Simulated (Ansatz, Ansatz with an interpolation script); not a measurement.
Computed results, one entry a study.

## SiO2 (Cristobalite): quasiparticle bands by Wannier interpolation

The structure is tetragonal, space group P4_12_12 (No. 92). The conventional cell has a = 4.982 Å, b = 4.982 Å, c = 6.963 Å, α = 90.00°, β = 90.00°, γ = 90.00°. Nearest to Si lie 4 O at 1.60 to 1.61 Å. Nearest to O lie 2 Si at 1.60 to 1.61 Å. Farther neighbours and most contacts between anions are not listed.

```xyz
12
Lattice="4.9820 0.0000 0.0000 0.0000 4.9820 0.0000 0.0000 0.0000 6.9630" Properties=species:S:1:pos:R:3 pbc="T T T"
Si    1.4895    1.4895    0.0000
Si    1.0015    3.9805    1.7408
Si    3.4925    3.4925    3.4815
Si    3.9805    1.0015    5.2222
O     1.1951    0.5155    1.2403
O     1.9755    3.6861    2.9811
O     3.7869    4.4665    4.7218
O     3.0065    1.2959    6.4626
O     3.6861    1.9755    3.9819
O     4.4665    3.7869    2.2412
O     1.2959    3.0065    0.5004
O     0.5155    1.1951    5.7227
```

| Quantity | Value |
| --- | --- |
| method | DFT, LDA, plane waves, PAW; PAW set soft_1 (and 3 further levels or steps) |
| program | Ansatz 0.2.0 and Ansatz with an interpolation script 0.2.0 |
| settings of one run | cutoff 420 eV, 4×4×2 k-mesh, smearing width 0.02 eV, PAW set soft 1 |
| notes | The database entry behind the starting cell lists a temperature of 340 K. The cell and positions come from the Crystallography Open Database and are kept as given unless a step says otherwise. At the band edge the lightest electron mass is 0.54 m_e at the start and 0.50 m_e in G0W0; the G0W0 masses rest on corrections from the 4×4×2 mesh alone and are rough. Bands and cutoff are finite, so the gap is not at the basis limit. The miss can reach some tenths of an eV and take either sign; the mesh is an error of its own. Above the frozen window of the model the interpolated levels need not meet the computed ones, even at points of the mesh. The 4×4×2 mesh is coarse for this cell (its supercell is 14 Å along the shortest edge). The RPA ε∞ on it, from the LDA start, is 2.20; such meshes misread the long-range screening, most where the gap is narrow. |
| LDA gap | 5.52 eV |
| G0W0 gap over the zone | 8.69 eV, direct |
| least direct G0W0 gap, in the model | 8.69 eV |
| GW settings | 4×4×2 mesh, 720 empty bands, screening to 150 eV, PAW set soft_1 files |
| known limits | not at the basis limit; coarse k mesh |

The Wannier model follows the LDA bands to under 1 meV r.m.s. near the gap. The G0W0 gap over the zone is 8.69 eV, direct, from Γ to Γ; on the mesh alone it is 8.69 eV, nearly the same.

[Paths, hosts, dates, memory and timing lines, banners, echoed tables and standing remarks are left out of the program output.]

[Logs are printed without paths, hosts, clocks, repeated set-up lines and the standing remarks that a program may print on its own settings, such as how far it seeks lower states.]

[Runs of the session that timed out or met a known fault of the program may be left out.]

[Hosts, paths, dates, database ids (printed as entryN), source tags and the programs' standing remarks are cut or masked in the printed files.]
